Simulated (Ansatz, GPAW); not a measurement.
# A 2-layer slab of Au(110): work function by functional and basis, part 3 of 3

How far do functional and basis move the work function of a 2-layer slab of Au(110)?

GPAW 26.7.0 and Ansatz 0.2.0; Ansatz plane waves; slab in vacuum with a dipole correction, relaxation (the session's first sound run).

So far, upper work function (eV): step 2 (relaxing the atoms, PBE) 4.69; step 5 (self-consistent run: xc = "revPBE") 4.52; step 6 (self-consistent run: xc = "vdW-DF2", GPAW, PAW setups, GPAW) 5.13; step 7 (real-space grid: mode = "fd", PBE, GPAW) 4.69; step 8 (atomic orbitals: mode = "lcao", PBE, GPAW) 4.05.

### Step 10. A second plane-wave code (continued)

Electrostatic potential energy in the ca plane at fractional y = 0.000, with atoms of Au within 0.2 Å of it. With pseudopotentials it is smooth inside the atoms' cores, unlike the true potential.

Ten even steps from '0' (-32 eV) to '9' (5 eV), each cell a mean:
```
99999999999999999998300004899999999999999999
99999999999999999998620027999999999999999999
99999999999999999999875678999999999999999999
99999999999999999999988999999999999999999999
99999999999999999998899999999999999999999999
99999999999999999998899999999999999999999999
99999999999999999999899999999999999999999999
99999999999999999999887889999999999999999999
99999999999999999999742258999999999999999999
99999999999999999998400005899999999999999999
99999999999999999998200003899999999999999999
```
Columns run along c (15.4 Å; values clipped at the 3rd and 97th percentile), rows up along a (4.1 Å). Atoms in or near the plane, at fractional coordinates: Au at (0.51, 0.00).

Valence density in the ca plane at fractional y = 0.000, with atoms of Au within 0.2 Å of it. It is the smooth field of the valence electrons, not physical close to the nuclei.

Ten steps, logarithmic in the rise over the least value, from '0' (0 e/Å³) to '9' (13 e/Å³), each cell a mean:
```
00000000000000000012589975200000000000000000
00000000000000000012367753100000000000000000
00000000000000000011234431000000000000000000
00000000000000000011222210000000000000000000
00000000000000000112221100000000000000000000
00000000000000000112221100000000000000000000
00000000000000000112221110000000000000000000
00000000000000000011223221000000000000000000
00000000000000000011346542100000000000000000
00000000000000000012478874100000000000000000
00000000000000000013689985200000000000000000
```
Columns run along c (15.4 Å), rows up along a (4.1 Å). Atoms in or near the plane, at fractional coordinates: Au at (0.51, 0.00).

The upper face's work function is 4.695 eV, against 4.691 eV in the first plane-wave PBE run at this geometry.

### Step 11. Side by side

Results and costs are gathered.

This step: comparison of work functions, dipole and cost (GPAW 26.7.0).

Ladder, by row:

```csv
step,code,"work function, upper (eV)","work function, lower (eV)",dipole (e Å),wall time (s),peak memory (GiB),threads
pw,GPAW,4.691,4.691,-8.55e-5,26.32,0.19,1
optPBE-vdW,GPAW,4.899,4.899,-8.88e-5,29.02,0.3,1
revPBE,GPAW,4.519,4.519,-8.57e-5,25.45,0.19,1
vdW-DF2,GPAW,5.13,5.13,-6.68e-5,50.45,0.3,1
fd,GPAW,4.689,4.689,-4.50e-7,202.1,0.54,1
lcao,GPAW,4.046,4.046,5.57e-7,37.36,0.24,1
ansatz,Ansatz,4.695,4.695,4.37e-5,6.5,0.517,4
```

### Step 12. A changed run

One more run, with changed settings.

This step: GPAW, PAW setups; slab in vacuum (GPAW 26.7.0).

The input, run.py:

```python
import json
import numpy as np
from ase import Atoms
from gpaw import GPAW, PW

slab = Atoms(
    ['Au', 'Au'],
    positions=[
        [2.04000, 1.44250, 7.00000],
        [0.00000, 0.00000, 7.94123]],
    cell=[[4.08, 0.0, 0.0], [0.0, 2.885, 0.0], [0.0, 0.0, 15.4425]],
    pbc=[True, True, False])

slab.calc = GPAW(mode=PW(400), xc='PBE', kpts={'size': (1, 1, 1), 'gamma': True},
                 occupations={'name': 'fermi-dirac', 'width': 0.1}, nbands='140%',
                 convergence={'density': 1e-05}, maxiter=50,
                 poissonsolver={'dipolelayer': 'xy'},
                 symmetry={'tolerance': 1e-3}, txt='slab.txt')
result = {}
energy = slab.get_potential_energy()
fermi = slab.calc.get_fermi_level()
v = slab.calc.get_electrostatic_potential().mean((0, 1)) - fermi
n = slab.calc.get_pseudo_density().mean((0, 1))
L = slab.cell[2, 2]
z = np.arange(len(v)) * L / len(v)
low, high = slab.positions[:, 2].min(), slab.positions[:, 2].max()
below, above = np.interp([low - 4.8, high + 4.8], z, v)
slopes = [np.interp(x, z, np.gradient(v, z)) for x in (low - 4.8, high + 4.8)]
eps = np.array([[slab.calc.get_eigenvalues(k, s) for k in range(len(slab.calc.get_ibz_k_points()))]
                for s in range(slab.calc.get_number_of_spins())]) - fermi
top, bottom = eps[eps < 0].max(), eps[eps > 0].min()
dipole = slab.get_dipole_moment()[2]
print(f'energy {energy:.4f} eV, Fermi level {fermi:.4f} eV, dipole {dipole:.5f} e A')
print(f'potential 4.8 A off the faces, from the Fermi level: lower {below:.4f} eV, upper {above:.4f} eV')
print(f'slope of the potential there: lower {slopes[0]:.5f}, upper {slopes[1]:.5f} eV/A')
print(f'nearest levels on the mesh: {top:.4f} and {bottom:.4f} eV')
print('magnetic moment', round(slab.get_magnetic_moment(), 3))
result.update(energy=energy, fermi=fermi, dipole=dipole, below=below, above=above, slopes=slopes, edges=[top, bottom],
              z=z.tolist(), v=v.tolist(), n=n.tolist(), positions=slab.positions.tolist(),
              forces=slab.get_forces(apply_constraint=False).tolist(), moments=slab.get_magnetic_moments().tolist())
json.dump(result, open('result.json', 'w'))
```

On the command line:

```console
OMP_NUM_THREADS=1 OPENBLAS_NUM_THREADS=1 python run.py
```

Numbers of over 12 decimals in the logs are rounded to 6 here.

The log of the run:

```text
energy -9.3665 eV, Fermi level -2.4329 eV, dipole -0.00008 e A
potential 4.8 A off the faces, from the Fermi level: lower 5.1555 eV, upper 5.1555 eV
slope of the potential there: lower -0.00077, upper 0.00076 eV/A
nearest levels on the mesh: -0.1951 and 0.1951 eV
magnetic moment 0.0
```

It took 5.3 s on 1 thread of Intel Xeon Platinum 8488C (Sapphire Rapids), shared host; peak memory 0.15 GiB.

The run finished. A setting was moved off its sound value on purpose, so it serves as a test and not as the result.

The fault put into the input: one k-point (kpts = [1, 1]).

Side by side:

```csv
quantity,this run,sound run,difference
upper work function (eV),5.1555,4.6907,0.465
lower work function (eV),5.1555,4.6907,0.465
```

The two runs differ clearly in the lower work function: 5.16 eV against 4.69 eV.

### Step 13. Summary of results

```
work function, both faces : 4.69 eV
dipole along the normal   : -8.5e-5 e Å, near the numerical noise
```

In words: With plane waves and PBE the work function is 4.69 eV on the upper face and 4.69 eV on the lower. Over the sound runs of the table the upper face's work function spans 4.046 (lcao) to 5.130 eV (vdW-DF2). Atomic orbitals miss the plane-wave value by -0.65 eV, since they describe the tail of the density in the vacuum poorly. The two plane-wave codes differ by 0.0039 eV on the upper face. The slab is only 0.94 Å thick between its outer nuclei, so the values belong to this film more than to the surface of the bulk metal. The in-plane lattice was kept as typed, which isn't the functional's own and leaves some strain; spin-orbit coupling and temperature are left out.

[Logs are printed without paths, hosts, clocks, repeated set-up lines and the standing remarks that a program may print on its own settings, such as how far it seeks lower states.]

[Hosts, paths, dates, database ids (printed as entryN), source tags and the programs' standing remarks are cut or masked in the printed files.]
